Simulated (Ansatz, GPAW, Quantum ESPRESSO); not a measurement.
# Simulated XPS, UPS and emission spectra of Ba2ZnP2, part 4 of 8

Wanted: projected DOS of Ba2ZnP2, weighted into photoemission and X-ray emission spectra, at several levels of theory. Spin–orbit coupling is left out of the bands throughout.

Ansatz 0.2.0, Quantum ESPRESSO 7.5 and GPAW 26.7.0; DFT, LDA, plane-wave PAW, default files, scalar-relativistic (the session's first sound run).

So far, gap on the path (eV): step 2 (self-consistent run, DOS and bands, LDA) 0.560; step 3 (with PBEsol) 0.592.

**5. Quantum ESPRESSO: denser mesh**

Level of this step: DFT, LDA, plane waves, ultrasoft GBRV pseudopotentials, scalar-relativistic (Quantum ESPRESSO).

The levels for the density of states are solved on the fixed potential, without another SCF cycle.

Input file nscf.in:

```
&control
  calculation = 'nscf'
  prefix = 'pes'
  outdir = './tmp'
  pseudo_dir = './pp'
  verbosity = 'high'
/
&system
  ibrav = 0
  nat = 10
  ntyp = 3
  ecutwfc = 40.0
  ecutrho = 200.0
  occupations = 'smearing'
  nbnd = 74
  smearing = 'fd'
  degauss = 0.00147
/
&electrons
  conv_thr = 1e-08
  mixing_beta = 0.5
  electron_maxstep = 120
  diago_full_acc = .true.
/
ATOMIC_SPECIES
Ba 137.3270 ba_lda_v1.uspp.F.UPF
Zn 65.3800 zn_lda_v1.uspp.F.UPF
P 30.9738 p_lda_v1.5.uspp.F.UPF
CELL_PARAMETERS angstrom
 -3.378000000 6.554000000 3.192500000
 3.378000000 -6.554000000 3.192500000
 3.378000000 6.554000000 -3.192500000
ATOMIC_POSITIONS crystal
Ba 0.859700000 0.308820000 0.168520000
Ba 0.140300000 0.691180000 0.831480000
Ba 0.640300000 0.808820000 0.449120000
Ba 0.359700000 0.191180000 0.550880000
Zn 0.750000000 0.750000000 0.000000000
Zn 0.250000000 0.250000000 0.000000000
P 0.606490000 0.299920000 0.906410000
P 0.393510000 0.700080000 0.093590000
P 0.893510000 0.799920000 0.693430000
P 0.106490000 0.200080000 0.306570000
K_POINTS automatic
8 8 8 0 0 0
```

Command:

```console
$ OMP_NUM_THREADS=1 mpirun -n 4 pw.x -nk 4 -in nscf.in > nscf.out
```

The log of the run:

```text
[banner, memory and clock lines left out]
Program PWSCF v.7.5 starts

          URL

     Atomic positions and unit cell read from directory:
     ./tmp/pes.save/

     Message from routine setup:
     using ibrav=0 with symmetry is DISCOURAGED, use correct ibrav instead

     G-vector sticks info

     bravais-lattice index     =            0
     lattice parameter (alat)  =      15.1836  a.u.
     unit-cell volume          =    1907.8911 (a.u.)^3
     number of atoms/cell      =           10
     number of atomic types    =            3
     number of electrons       =       100.00
     number of Kohn-Sham states=           74
     kinetic-energy cutoff     =      40.0000  Ry
     charge density cutoff     =     200.0000  Ry
     Exchange-correlation=  SLA  PZ   NOGX NOGC
                           (   1   1   0   0   0   0   0)

     celldm(1)=  15.183553  celldm(2)=   0.000000  celldm(3)=   0.000000
     celldm(4)=   0.000000  celldm(5)=   0.000000  celldm(6)=   0.000000

     crystal axes: (cart. coord. in units of alat)
               a(1) = (  -0.420422   0.815703   0.397335 )
               a(2) = (   0.420422  -0.815703   0.397335 )
               a(3) = (   0.420422   0.815703  -0.397335 )

     reciprocal axes: (cart. coord. in units 2 pi/alat)
               b(1) = (  0.000000  0.612968  1.258385 )
               b(2) = (  1.189282 -0.000000  1.258385 )
               b(3) = (  1.189282  0.612968  0.000000 )

     PseudoPot. # 1 for Ba read from file:
     ./pp/ba_lda_v1.uspp.F.UPF
     Pseudo is Ultrasoft + core correction, Zval = 10.0
     Generated by new atomic code, or converted to UPF format
     Using radial grid of  907 points,  7 beta functions with:
                l(1) =   0
                l(2) =   0
                l(3) =   1
                l(4) =   1
                l(5) =   2
                l(6) =   2
                l(7) =   3
     Q(r) pseudized with  6 coefficients,  rinner =    1.700   1.700   1.700
                                                       1.700   1.700   1.700
                                                       1.700

     PseudoPot. # 2 for Zn read from file:
     ./pp/zn_lda_v1.uspp.F.UPF
     Pseudo is Ultrasoft, Zval = 20.0
     Generated by new atomic code, or converted to UPF format
     Using radial grid of  943 points,  6 beta functions with:
                l(1) =   0
                l(2) =   0
                l(3) =   1
                l(4) =   1
                l(5) =   2
                l(6) =   2
     Q(r) pseudized with  8 coefficients,  rinner =    1.100   1.100   1.100
                                                       1.100   1.100

     PseudoPot. # 3 for P  read from file:
     ./pp/p_lda_v1.5.uspp.F.UPF
     Pseudo is Ultrasoft + core correction, Zval =  5.0
     Generated by new atomic code, or converted to UPF format
     Using radial grid of  903 points,  6 beta functions with:
                l(1) =   0
                l(2) =   0
                l(3) =   1
                l(4) =   1
                l(5) =   2
                l(6) =   2
     Q(r) pseudized with  8 coefficients,  rinner =    1.300   1.300   1.300
                                                       1.300   1.300

     atomic species   valence    mass     pseudopotential
     Ba               10.00   137.32700     Ba( 1.00)
     Zn               20.00    65.38000     Zn( 1.00)
     P                 5.00    30.97380     P ( 1.00)

      8 Sym. Ops., with inversion, found ( 4 have fractional translation)

                                    s                        frac. trans.

      isym =  1     identity

 cryst.   s( 1) = (     1          0          0      )
                  (     0          1          0      )
                  (     0          0          1      )

 cart.    s( 1) = (  1.0000000 -0.0000000  0.0000000 )
                  (  0.0000000  1.0000000 -0.0000000 )
                  (  0.0000000 -0.0000000  1.0000000 )

      isym =  2     180 deg rotation - cart. axis [0,0,1]

 cryst.   s( 2) = (     0          1          0      )
                  (     1          0          0      )
                  (    -1         -1         -1      )

 cart.    s( 2) = ( -1.0000000  0.0000000  0.0000000 )
                  ( -0.0000000 -1.0000000 -0.0000000 )
                  ( -0.0000000  0.0000000  1.0000000 )

      isym =  3     180 deg rotation - cart. axis [0,1,0]

 cryst.   s( 3) = (     0          0          1      )    f =(  0.5000000 )
                  (    -1         -1         -1      )       (  0.5000000 )
                  (     1          0          0      )       (  0.0000000 )

 cart.    s( 3) = ( -1.0000000 -0.0000000 -0.0000000 )    f =(  0.0000000 )
                  ( -0.0000000  1.0000000  0.0000000 )       ( -0.0000000 )
                  ( -0.0000000 -0.0000000 -1.0000000 )       (  0.3973346 )

      isym =  4     180 deg rotation - cart. axis [1,0,0]

 cryst.   s( 4) = (    -1         -1         -1      )    f =(  0.5000000 )
                  (     0          0          1      )       ( -0.5000000 )
                  (     0          1          0      )       (  0.0000000 )

 cart.    s( 4) = (  1.0000000  0.0000000 -0.0000000 )    f =( -0.4204217 )
                  (  0.0000000 -1.0000000  0.0000000 )       (  0.8157027 )
                  (  0.0000000  0.0000000 -1.0000000 )       ( -0.0000000 )

      isym =  5     inversion

 cryst.   s( 5) = (    -1          0          0      )
                  (     0         -1          0      )
                  (     0          0         -1      )

 cart.    s( 5) = ( -1.0000000  0.0000000 -0.0000000 )
                  ( -0.0000000 -1.0000000  0.0000000 )
                  ( -0.0000000  0.0000000 -1.0000000 )

      isym =  6     inv. 180 deg rotation - cart. axis [0,0,1]

 cryst.   s( 6) = (     0         -1          0      )
                  (    -1          0          0      )
                  (     1          1          1      )

 cart.    s( 6) = (  1.0000000 -0.0000000 -0.0000000 )
                  (  0.0000000  1.0000000  0.0000000 )
                  (  0.0000000 -0.0000000 -1.0000000 )

      isym =  7     inv. 180 deg rotation - cart. axis [0,1,0]

 cryst.   s( 7) = (     0          0         -1      )    f =(  0.5000000 )
                  (     1          1          1      )       ( -0.5000000 )
                  (    -1          0          0      )       (  0.0000000 )

 cart.    s( 7) = (  1.0000000  0.0000000  0.0000000 )    f =( -0.4204217 )
                  (  0.0000000 -1.0000000 -0.0000000 )       (  0.8157027 )
                  (  0.0000000  0.0000000  1.0000000 )       ( -0.0000000 )

      isym =  8     inv. 180 deg rotation - cart. axis [1,0,0]

[...]
13.7344  14.2146

     occupation numbers
[...]
0.0000   0.0000

          k = 0.2973 0.0766 0.1573 (  8140 PWs)   bands (ev):

  -117.0300-117.0300 -71.6545 -71.6544 -71.6534 -71.6520 -71.6474 -71.6473
[...]
13.7999  14.1692

     occupation numbers
[...]
0.0000   0.0000

          k = 0.4460 0.1532 0.1573 (  8152 PWs)   bands (ev):

  -117.0300-117.0300 -71.6545 -71.6544 -71.6534 -71.6520 -71.6474 -71.6473
[...]
occupation numbers
[...]
k = 0.5946 0.2299 0.1573 (  8151 PWs)   bands (ev):

  -117.0300-117.0300 -71.6545 -71.6544 -71.6534 -71.6520 -71.6474 -71.6473
[...]
occupation numbers
[...]
k =-0.4460-0.3065 0.1573 (  8154 PWs)   bands (ev):

  -117.0300-117.0300 -71.6545 -71.6544 -71.6534 -71.6520 -71.6474 -71.6473
[...]
occupation numbers
[...]
k =-0.2973-0.2299 0.1573 (  8145 PWs)   bands (ev):

  -117.0300-117.0300 -71.6545 -71.6544 -71.6534 -71.6520 -71.6474 -71.6473
[...]
occupation numbers
[...]
k =-0.1487-0.1532 0.1573 (  8137 PWs)   bands (ev):

  -117.0300-117.0300 -71.6545 -71.6544 -71.6534 -71.6520 -71.6474 -71.6473
[...]
occupation numbers
[...]
k = 0.0000-0.0766 0.1573 (  8139 PWs)   bands (ev):

  -117.0300-117.0300 -71.6545 -71.6544 -71.6534 -71.6520 -71.6474 -71.6473
[...]
occupation numbers
[...]
k = 0.2973-0.0000 0.3146 (  8145 PWs)   bands (ev):

  -117.0300-117.0300 -71.6544 -71.6544 -71.6532 -71.6522 -71.6474 -71.6473
[...]
occupation numbers
[...]
k = 0.4460 0.0766 0.3146 (  8165 PWs)   bands (ev):

  -117.0300-117.0300 -71.6544 -71.6544 -71.6532 -71.6522 -71.6474 -71.6473
[...]
occupation numbers
[...]
k = 0.5946 0.1532 0.3146 (  8162 PWs)   bands (ev):

  -117.0300-117.0300 -71.6544 -71.6544 -71.6532 -71.6522 -71.6474 -71.6473
[...]
occupation numbers
[...]
k = 0.7433 0.2299 0.3146 (  8148 PWs)   bands (ev):

[...]
k =-0.2973-0.3065 0.3146 (  8156 PWs)   bands (ev):

[...]
k =-0.1487-0.2299 0.3146 (  8146 PWs)   bands (ev):

[...]
k = 0.0000-0.1532 0.3146 (  8146 PWs)   bands (ev):

[...]
k = 0.1487-0.0766 0.3146 (  8156 PWs)   bands (ev):

[...]
k = 0.4460-0.0000 0.4719 (  8171 PWs)   bands (ev):

[...]
k = 0.5946 0.0766 0.4719 (  8162 PWs)   bands (ev):

[...]
k = 0.7433 0.1532 0.4719 (  8148 PWs)   bands (ev):

[...]
k = 0.8920 0.2299 0.4719 (  8149 PWs)   bands (ev):

[...]
k =-0.1487-0.3065 0.4719 (  8158 PWs)   bands (ev):

[...]
k = 0.0000-0.2299 0.4719 (  8166 PWs)   bands (ev):

[...]
k = 0.1487-0.1532 0.4719 (  8149 PWs)   bands (ev):

[...]
k = 0.2973-0.0766 0.4719 (  8170 PWs)   bands (ev):

[...]
k =-0.5946 0.0000-0.6292 (  8164 PWs)   bands (ev):

[...]
k =-0.4460 0.0766-0.6292 (  8161 PWs)   bands (ev):

[...]
k =-0.2973 0.1532-0.6292 (  8153 PWs)   bands (ev):

[...]
k =-0.1487 0.2299-0.6292 (  8154 PWs)   bands (ev):

[...]
k =-1.1893-0.3065-0.6292 (  8170 PWs)   bands (ev):

[...]
k = 0.2973 0.1532 0.3146 (  8157 PWs)   bands (ev):

[...]
k = 0.4460 0.2299 0.3146 (  8154 PWs)   bands (ev):

[...]
k = 0.5946 0.3065 0.3146 (  8162 PWs)   bands (ev):

[...]
k = 0.0000 0.0000 0.3146 (  8152 PWs)   bands (ev):

[...]
k = 0.4460 0.1532 0.4719 (  8162 PWs)   bands (ev):

[...]
k = 0.5946 0.2299 0.4719 (  8153 PWs)   bands (ev):

[...]
k = 0.7433 0.3065 0.4719 (  8158 PWs)   bands (ev):

[...]
k =-0.2973-0.2299 0.4719 (  8160 PWs)   bands (ev):

[...]
k = 0.0000-0.0766 0.4719 (  8145 PWs)   bands (ev):

[...]
k = 0.1487 0.0000 0.4719 (  8165 PWs)   bands (ev):

[...]
k = 0.5946 0.1532 0.6292 (  8162 PWs)   bands (ev):

[...]
k = 0.7433 0.2299 0.6292 (  8160 PWs)   bands (ev):

[...]
k = 0.8920 0.3065 0.6292 (  8176 PWs)   bands (ev):

[...]
k = 0.0000-0.1532 0.6292 (  8155 PWs)   bands (ev):

[...]
k = 0.1487-0.0766 0.6292 (  8152 PWs)   bands (ev):

[...]
k = 0.2973 0.0000 0.6292 (  8152 PWs)   bands (ev):

[...]
k =-1.1893-0.2299-0.4719 (  8153 PWs)   bands (ev):

[...]
k =-1.0406-0.1532-0.4719 (  8147 PWs)   bands (ev):

[...]
k =-0.8920-0.0766-0.4719 (  8135 PWs)   bands (ev):

[...]
k =-0.7433 0.0000-0.4719 (  8156 PWs)   bands (ev):

[...]
occupation numbers
[...]
k = 0.0000 0.3065-0.3146 (  8146 PWs)   bands (ev):

  -117.0300-117.0300 -71.6545 -71.6544 -71.6532 -71.6522 -71.6474 -71.6473
[...]
occupation numbers
[...]
k =-1.0406-0.2299-0.3146 (  8149 PWs)   bands (ev):

  -117.0300-117.0300 -71.6544 -71.6544 -71.6532 -71.6522 -71.6474 -71.6473
[...]
occupation numbers
[...]
k =-0.8920-0.1532-0.3146 (  8155 PWs)   bands (ev):

  -117.0300-117.0300 -71.6544 -71.6544 -71.6532 -71.6522 -71.6474 -71.6473
[...]
occupation numbers
[...]
k =-0.7433-0.0766-0.3146 (  8153 PWs)   bands (ev):

  -117.0300-117.0300 -71.6544 -71.6544 -71.6532 -71.6522 -71.6474 -71.6473
[...]
14.2516  14.4098

     occupation numbers
[...]
0.0000   0.0000

          k =-0.5946 0.0000-0.3146 (  8160 PWs)   bands (ev):

  -117.0300-117.0300 -71.6544 -71.6544 -71.6532 -71.6522 -71.6474 -71.6473
[...]
14.3845  14.4462

     occupation numbers
[...]
0.0000   0.0000

          k = 0.0000 0.2299-0.1573 (  8137 PWs)   bands (ev):

  -117.0300-117.0300 -71.6545 -71.6544 -71.6534 -71.6520 -71.6474 -71.6473
[...]
13.9541  14.1717

     occupation numbers
[...]
0.0000   0.0000

          k = 0.1487 0.3065-0.1573 (  8143 PWs)   bands (ev):

  -117.0300-117.0300 -71.6545 -71.6544 -71.6534 -71.6520 -71.6474 -71.6473
[...]
13.7090  14.0085

     occupation numbers
[...]
1.0000   1.0000   0.0000   0.0000   0.0000   0.0000   0.0000   0.0000
     0.0000   0.0000   0.0000   0.0000   0.0000   0.0000   0.0000   0.0000
     0.0000   0.0000   0.0000   0.0000   0.0000   0.0000   0.0000   0.0000
     0.0000   0.0000

          k =-0.8920-0.2299-0.1573 (  8142 PWs)   bands (ev):

  -117.0300-117.0300 -71.6545 -71.6544 -71.6534 -71.6520 -71.6474 -71.6473
   -19.5259 -19.5026 -19.4748 -19.4729  -5.1356  -5.0919  -5.0032  -4.9138
    -4.8618  -4.8457  -4.7227  -4.7115  -4.6764  -4.6592  -4.5790  -4.5389
    -1.4269  -1.0265  -0.9695  -0.9375   0.9340   1.0567   1.1122   1.1141
     1.1187   1.1689   1.2572   1.2755   1.3240   1.3418   3.9421   4.1759
     5.5212   6.0490   6.1807   6.4177   6.4557   6.7579   7.0899   7
```

It took 12 min on 4 MPI ranks of Arm Neoverse V2, shared host.

Numbers from this step:

- Fermi energy: 8.267 eV

(Continued in part 5 of 8.)

[Logs are printed without paths, hosts, clocks, repeated set-up lines and the standing remarks that a program may print on its own settings, such as how far it seeks lower states.]

[Hosts, paths, dates, database ids (printed as entryN), source tags and the programs' standing remarks are cut or masked in the printed files.]

[Maps of the electrostatic potential energy from Ansatz leave out the sawtooth potential of an applied field or a dipole correction, so their vacuum need not be flat; work functions include it.]

[Peak lists hold at most the 14 tallest peaks of each spectrum; further lines can be left out.]
